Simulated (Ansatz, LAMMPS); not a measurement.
# Glassy 73SiO2-11CaO-11MgO-5SnO2 (mol %) (122 atoms): geometry optimisation, part 3 of 3

Aim: bring glassy 73SiO2-11CaO-11MgO-5SnO2 (mol %) (122 atoms) to a nearby minimum of the energy and see what moves.

Ansatz 0.2.0; Kohn-Sham DFT, PBE, PAW (set soft_2), plane waves.

The cell: 32 Si, 5 Ca, 5 Mg, 2 Sn and 78 O. The quench rate of 50 K/ps is many orders above laboratory rates. The starting topology of bonds comes from the classical model. Only the Γ point is sampled, in a cell whose shortest periodic width is 12 Å.

So far, density (g/cm³): step 5 (structure statistics after relaxation) 2.66.

## (6) Single point at the relaxed geometry

The electronic structure is read at the final geometry, in a run of its own.

input.yaml reads:

```yaml
crystal:
  lattice:
    - [12.20136, -0.14347, 0.06515]
    - [-0.14347, 11.78929, 0.02443]
    - [0.06515, 0.02443, 11.74846]
  atoms:
    - { symbol: Si, position: [0.32863, 0.51997, 0.59772] }
    - { symbol: Si, position: [0.04752, 0.68496, 0.46282] }
    - { symbol: Si, position: [0.47258, 0.95698, 0.72083] }
    - { symbol: Si, position: [0.21501, 0.38757, 0.91953] }
    - { symbol: Si, position: [0.79456, 0.32378, 0.37537] }
    - { symbol: Si, position: [0.29927, 0.5464, 0.18893] }
    - { symbol: Si, position: [0.3965, 0.21468, 0.2843] }
    - { symbol: Si, position: [0.80722, 0.32558, 0.09928] }
    - { symbol: Si, position: [0.93674, 0.64051, 0.89217] }
    - { symbol: Si, position: [0.51069, 0.03304, 0.97128] }
    - { symbol: Si, position: [0.63113, 0.46746, 0.9773] }
    - { symbol: Si, position: [0.86953, 0.10773, 0.6977] }
    - { symbol: Si, position: [0.69586, 0.70285, 0.99905] }
    - { symbol: Si, position: [0.43147, 0.28639, 0.02868] }
    - { symbol: Si, position: [0.63018, 0.10108, 0.5798] }
    - { symbol: Si, position: [0.59387, 0.04049, 0.32338] }
    - { symbol: Si, position: [0.10404, 0.4512, 0.57661] }
    - { symbol: Si, position: [0.11435, 0.39595, 0.16785] }
    - { symbol: Si, position: [0.44596, 0.82309, 0.33091] }
    - { symbol: Si, position: [0.13294, 0.15793, 0.27273] }
    - { symbol: Si, position: [0.43877, 0.57872, 0.39153] }
    - { symbol: Si, position: [0.33574, 0.60822, 0.95007] }
    - { symbol: Si, position: [0.94456, 0.11757, 0.45249] }
    - { symbol: Si, position: [0.78699, 0.72079, 0.23844] }
    - { symbol: Si, position: [0.7305, 0.07176, 0.09855] }
    - { symbol: Si, position: [0.35361, 0.8383, 0.08299] }
    - { symbol: Si, position: [0.23136, 0.04201, 0.65146] }
    - { symbol: Si, position: [0.67003, 0.52582, 0.71384] }
    - { symbol: Si, position: [0.13866, 0.92467, 0.19326] }
    - { symbol: Si, position: [0.47093, 0.68315, 0.74646] }
    - { symbol: Si, position: [0.21707, 0.86759, 0.44323] }
    - { symbol: Si, position: [0.85459, 0.85582, 0.45003] }
    [... 84 atom lines left out ...]
    - { symbol: O, position: [0.22469, 0.17262, 0.60916] }
    - { symbol: O, position: [0.876, 0.97489, 0.73096] }
    - { symbol: O, position: [0.39018, 0.39776, 0.59975] }
    - { symbol: O, position: [0.13841, 0.02774, 0.75078] }
    - { symbol: O, position: [0.63683, 0.02755, 0.0108] }
    - { symbol: O, position: [0.03269, 0.66721, 0.98853] }
kpoints:
  mp_grid: { grid: [1, 1, 1] }
hamiltonian:
  xc: pbe
scf:
  occupations: { method: fermi_dirac, width: 0.05 }
output:
  forces: true
  stress: true
  populations: intrinsic
  dos:
    method: { smearing: { sigma: 0.15 } }
    de: 0.1
    projected: { site_lists: { Ca: [Ca], Mg: [Mg], O: [O], Si: [Si], Sn: [Sn] } }
  eigenvalues: true
  write_density: true
  write_potential: true
  volumetric_format: npy
```

On the command line:

```console
> ansatz run input.yaml --threads 4 --pin off --max-ram 8192MiB --backend cpu --events-out ev --progress --plain --runs-dir out
```

Numbers of over 12 decimals in the logs are rounded to 6 here.

What it wrote:

```text
[...]
Crystal: 122 atoms, lattice volume = 1689.662 Å³
Basis set: ecut = 420 eV, 33011 PW (Γ), exchange–correlation on 180×160×160 points (8 copies of the dense FFT grid, shifted against one another)
Bands: 484, of which v1, the nominal top of the filled ones, is band 362 counted from 1 (361 counted from 0)
Symmetry: 1 space group operations
[...]
k-points: 1
[...]
SCF iter   1: F=—  HF=-95490.496172 eV  |F-HF|=—  |Δ(HF+E_count)|=         —  Δρ=1.90e-3  dr2=9.63e-2  ethr=1.77e-3  ⟨swp⟩=7.0  Hψ=2459  notcnv=0  defer=102
[...]
SCF iter   9: F=-95490.495280 eV  HF=-95490.495280 eV  |F-HF|=6.21e-9  |Δ(HF+E_count)|=   2.97e-8  Δρ=1.99e-6  dr2=6.13e-8  ethr=1.38e-11  ⟨swp⟩=19.0  Hψ=4721  notcnv=0
SCF 1 converged in 9 iterations: F = -95490.495280 eV  dr2 = 6.13e-8
[...]
WARN: The input density's exchange-correlation potential varies sharply where the density is thin. Do not read a vacuum level from v_tot or v_xc, or from such a field of the output density. On a cell that repeats whose density bears no net charge and no dipole along the vacuum's axis use v_es (v_loc + v_h of the components); [...]
SCF converged after 9 iterations
Free energy (F): -95490.495280 eV
[...]
Internal energy: -95490.495280 eV  (E = F + TS)
E sigma→0 (E₀):  -95490.495280 eV
Fermi energy:    5.336281 eV
[...]
--- Forces (eV/Å), atoms counted from 1 ---
  atom   1  Si    -0.01408528    -0.01390343    -0.00064187
  atom   2  Si    -0.01509877     0.02322898     0.00911553
  atom   3  Si    -0.00113544     0.00790873    -0.00481094
  atom   4  Si    -0.00278681    -0.00076843     0.00035506
  atom   5  Si     0.00810915    -0.00553998     0.00764009
  atom   6  Si    -0.00994154     0.00954344    -0.00611094
  atom   7  Si    -0.00024753     0.00380400    -0.00319147
  atom   8  Si     0.00311862     0.00867158    -0.00032876
  atom   9  Si     0.01980148    -0.00373552     0.01160172
  atom  10  Si    -0.00575184     0.00605548     0.00784052
  atom  11  Si     0.00566935    -0.00219748     0.00689753
  atom  12  Si    -0.00055663    -0.01018168     0.00308667
  atom  13  Si    -0.00396873    -0.02154756    -0.00664475
  atom  14  Si    -0.00981312    -0.00208231    -0.00928262
[...]
atom 121  O     -0.00704914    -0.00145710    -0.00087344
  atom 122  O      0.00043700    -0.00175553    -0.00453579
  max |Σ_I F_I| component: 5.35e-5 eV/Å
--- Stress (GPa, compression-positive) ---
        0.023003      -0.006818       0.008308
       -0.006819      -0.009978      -0.000406
        0.008306      -0.000404      -0.012457
  P = ⅓ Tr σ = 0.0002 GPa (0.002 kbar)
--- Band table (eV) ---
[...]
--- intrinsic populations: 122 sites ---
  site symbol       q [e]
     0     Si      2.3142
     1     Si      2.3133
     2     Si      2.2302
[...]
121      O      6.9592
  spilling = 0.000000 (of n_electrons = 724.000000)
```

Elapsed: 43 s, on 4 threads of Arm Neoverse V1, shared host; peak memory 2.6 GiB; 2.8 min of CPU time.

The program notes that the exchange-correlation potential is rough where the density is thin.

Read from the output:

| Property | Result |
| --- | --- |
| free energy | -95490.4953 eV |
| free energy per atom | -782.7090 eV/atom |
| SCF cycles | 9 |
| pressure | 0.0001894 GPa |
| r.m.s. force component | 0.00816 eV/Å |
| longest force | 0.03351 eV/Å |
| Fermi energy | 5.336 eV |
| gap (highest filled to lowest empty level) | 3.606 eV |

Intrinsic-atomic-orbital charges by element and coordination:

| element | coordination | atoms | mean charge (e) | spread | least | most |
| --- | --- | --- | --- | --- | --- | --- |
| Ca | all | 5 | 1.78 | 0.0124 | 1.75 | 1.79 |
| Ca | 3 | 1 | 1.78 | 0 | 1.78 | 1.78 |
| Ca | 5 | 1 | 1.78 | 0 | 1.78 | 1.78 |
| Ca | 6 | 2 | 1.76 | 0.0116 | 1.75 | 1.78 |
| Ca | 7 | 1 | 1.79 | 0 | 1.79 | 1.79 |
| Mg | all | 5 | 1.64 | 0.0147 | 1.62 | 1.66 |
| Mg | 4 | 2 | 1.64 | 0.0047 | 1.64 | 1.65 |
| Mg | 5 | 1 | 1.62 | 0 | 1.62 | 1.62 |
| Mg | 6 | 2 | 1.64 | 0.016 | 1.63 | 1.66 |
| O | all | 78 | -0.963 | 0.111 | -1.24 | -0.870 |
| O | 2 | 48 | -0.903 | 0.0558 | -1.13 | -0.870 |
| O | 3 | 24 | -1.04 | 0.106 | -1.22 | -0.920 |
| O | 4 | 6 | -1.13 | 0.101 | -1.24 | -0.954 |
| Si | all | 32 | 1.70 | 0.0583 | 1.59 | 1.79 |
| Sn | all | 2 | 1.76 | 0.0171 | 1.74 | 1.77 |

States in the cell by windows of 1 eV, zero at the Fermi level; the larger projections on atomic orbitals stand beside the total:

| from (eV) | to (eV) | total | O p | Si p |
| --- | --- | --- | --- | --- |
| -10 | -9 | 22.6 | 15.6 | 2.2 |
| -9 | -8 | 31.2 | 23.3 | 5.3 |
| -8 | -7 | 31.0 | 23.9 | 5.4 |
| -7 | -6 | 42.6 | 33.4 | 4.5 |
| -6 | -5 | 69.1 | 59.0 | 4.9 |
| -5 | -4 | 93.6 | 85.8 | 3.3 |
| -4 | -3 | 93.6 | 88.8 | 1.8 |
| -3 | -2 | 54.1 | 52.1 | 0.7 |
| -2 | -1 | 4.5 | 4.3 | 0.1 |
| -1 | 1 | 0.0 | 0.0 | 0.0 |
| 1 | 2 | 1.9 | 0.2 | 0.1 |
| 2 | 3 | 4.4 | 0.8 | 0.2 |
| 3 | 4 | 14.5 | 1.0 | 1.5 |
| 4 | 5 | 36.6 | 2.1 | 4.9 |

Between -26 and -10 eV lie 232 more states.

The stored curve holds about 674 of the 724 electrons; the rest, give or take the few that broadening carries across the Fermi level, lie in deeper levels below its range.

The levels nearest the highest filled one (over half full), pooled over k-points and spins:

| level less the highest filled one (eV) | occupation |
| --- | --- |
| -0.518 | 2 |
| -0.454 | 2 |
| -0.345 | 2 |
| -0.219 | 2 |
| -0.101 | 2 |
| 0 | 2 |
| 3.61 | 0 |
| 4.19 | 0 |
| 4.48 | 0 |
| 4.91 | 0 |
| 5.27 | 0 |
| 5.40 | 0 |

Electrostatic potential energy in the bc plane at fractional x = 0.046, with atoms of Si and Ca and Sn and O within 0.2 Å of it. With pseudopotentials it is smooth inside the atoms' cores, unlike the true potential.

Ten even steps from '0' (-35 eV) to '9' (10 eV), each cell a mean:
```
887644678999999999996102899999999
988766788998889999999768999999999
998888899988788999999999999999999
999999999987778999999999999999999
999999888888889999999999999888889
999998767889999999999999998643578
999987313789999999999999987300048
999986313787348999999999986200047
999998767886116778999999987632468
999999888998754357558999998877889
999999999999864353003777889999999
999999999999987776213311478999999
999888999999999999875000168999999
998424899999999999986200278999999
997101799999999999997435789999999
998535899999999999983017999999999
999887889999999999995248999999999
999877887799999999988778899999889
998888862268777325875555789888888
877899985477655103757997575115888
988999999987667667857997573003889
999988899998888999875555787447999
988777789999999999998667999999999
887655678999999999997103899999999
```
Columns run along b (11.8 Å; values clipped at the 3rd and 97th percentile), rows up along c (11.7 Å). Atoms in or near the plane, at fractional coordinates: Si at (0.68, 0.46), Ca at (0.88, 0.70), Sn at (0.66, 0.16), O at (0.57, 0.54), O at (0.84, 0.15), O at (0.67, 0.99).

Valence density in the bc plane at fractional x = 0.046, with atoms of Si and Ca and Sn and O within 0.2 Å of it. It is the smooth field of the valence electrons, not physical close to the nuclei.

Ten steps, logarithmic in the rise over the least value, from '0' (0.00 × 1e0 e/Å³) to '9' (9.67 × 1e0 e/Å³), each cell a mean:
```
001344310001110000125887420000000
000122110011100000013554210000000
000000001122110000111221100000000
000000011223211111111001110000000
111000111222110011100000111111101
221101121111111000000000011355421
211111575223332100000000002588752
111112576235664210000000003688752
001122232236775322221000001356531
001122210123554334664210001112100
000122100011233346887421222110000
000111100001122235776432333210000
012333210001111112444311333210000
014676420000000000123332221100000
025788520000000000135664210000000
013576420000000000147875210001100
011333222110000111136764200001100
112222235532112343223443111111111
234322357753235776434664223443211
355421246653235786447997446776322
244311123322234554347997447986421
112110000111122222124664335664210
000122100001221100023554212221100
001344310001121000125787420000000
```
Columns run along b (11.8 Å), rows up along c (11.7 Å). Atoms in or near the plane, at fractional coordinates: Si at (0.68, 0.46), Ca at (0.88, 0.70), Sn at (0.66, 0.16), O at (0.57, 0.54), O at (0.84, 0.15), O at (0.67, 0.99).

Mean intrinsic-atomic-orbital charges: Ca +1.78, Mg +1.64, O -0.96, Si +1.70, Sn +1.76 e.

The surroundings of O61, which has 4 bonded neighbours where the commonest count for O is 2, nearest first, numbered as they follow in the input and with coordinates relative to it.

| atom | x | y | z | distance (Å) | bonds | intrinsic-atomic-orbital charge (e) |
| --- | --- | --- | --- | --- | --- | --- |
| O61 | 0.00 | 0.00 | 0.00 | 0.00 | 4 | -1.19 |
| Si12 | -0.67 | -0.98 | -1.16 | 1.66 | 4 | 1.63 |
| Mg39 | 0.54 | 2.06 | 0.69 | 2.24 | 5 | 1.62 |
| Mg38 | 1.94 | 0.31 | -1.15 | 2.28 | 6 | 1.63 |
| Ca34 | 0.69 | -0.60 | 2.25 | 2.43 | 3 | 1.78 |
| O68 | 0.45 | -0.62 | -2.41 | 2.53 | 3 | -0.96 |
| O118 | -0.57 | -2.55 | -0.77 | 2.73 | 3 | -1.19 |
| O49 | -2.17 | -0.66 | -1.80 | 2.89 | 2 | -0.88 |
| O112 | 2.52 | 1.43 | 0.49 | 2.94 | 3 | -1.15 |
| O69 | 1.01 | 2.21 | -1.68 | 2.95 | 4 | -1.17 |
| O84 | -0.12 | 1.40 | 2.63 | 2.98 | 3 | -1.18 |

The column of bonds counts only the pairs O-Si within 2.08 Å, O-Ca within 2.83 Å, O-Mg within 2.62 Å, O-Sn within 2.62 Å; other neighbours, such as metal atoms beside each other in a compound, aren't counted, and periodic images can show an atom twice.

## (7) Summary of results

| Quantity | Value |
| --- | --- |
| energy change in the relaxation | -85.48 meV/atom |
| r.m.s. displacement | 0.284 Å |
| largest displacement | 0.997 Å |
| free energy per atom | -782.7090 eV/atom |
| pressure | 0.0001894 GPa |
| r.m.s. force component | 0.00816 eV/Å |
| gap (highest filled to lowest empty level) | 3.606 eV |
| wall time of the 3 DFT runs | 8.9 min |

What this shows: Relaxation lowers the energy by 85.5 meV/atom and moves atoms by 0.28 Å r.m.s.; the r.m.s. force component goes from 1.3 to 0.0082 eV/Å, the pressure goes from 5.3 to 1.9e-4 GPa, and the gap from 3.02 to 3.61 eV. Displacements are taken in the final cell, so they leave out its strain. By the final cutoffs 4 of 188 bonded pairs parted and 8 joined. The cell grew by 3.0 % in volume. First to last step the energy falls by 10.428 eV, across changes of basis; the largest move, 1.00 Å, is that of Ca33. The O-Mg bonds change most in mean length: from 2.155 Å (spread 0.181) to 2.118 Å (spread 0.137), and their number from 24 to 25. With the cutoffs above, 40 % of Ca atoms have 6, 40 % of Mg atoms have 4 and as many 6, 62 % of O atoms have 2 and all Si atoms have 4 bonded neighbours. Counting bonds to Si alone, not to Sn, 64 % of the oxygens join two of these atoms and 36 % one. The highest filled and lowest empty levels differ by 3.61 eV (at Γ alone); a semilocal functional tends to put such gaps too low. In a disordered cell it changes from sample to sample, and tail or defect levels can set it.

Caveats: The network of bonds at the start is that of the classical potential that made the cell; in DFT 4 of its 188 bonded pairs passed out of the cutoffs and 8 came within them.

[Logs are printed without paths, hosts, clocks, repeated set-up lines and the standing remarks that a program may print on its own settings, such as how far it seeks lower states.]

[Hosts, paths, dates, database ids (printed as entryN), source tags and the programs' standing remarks are cut or masked in the printed files.]
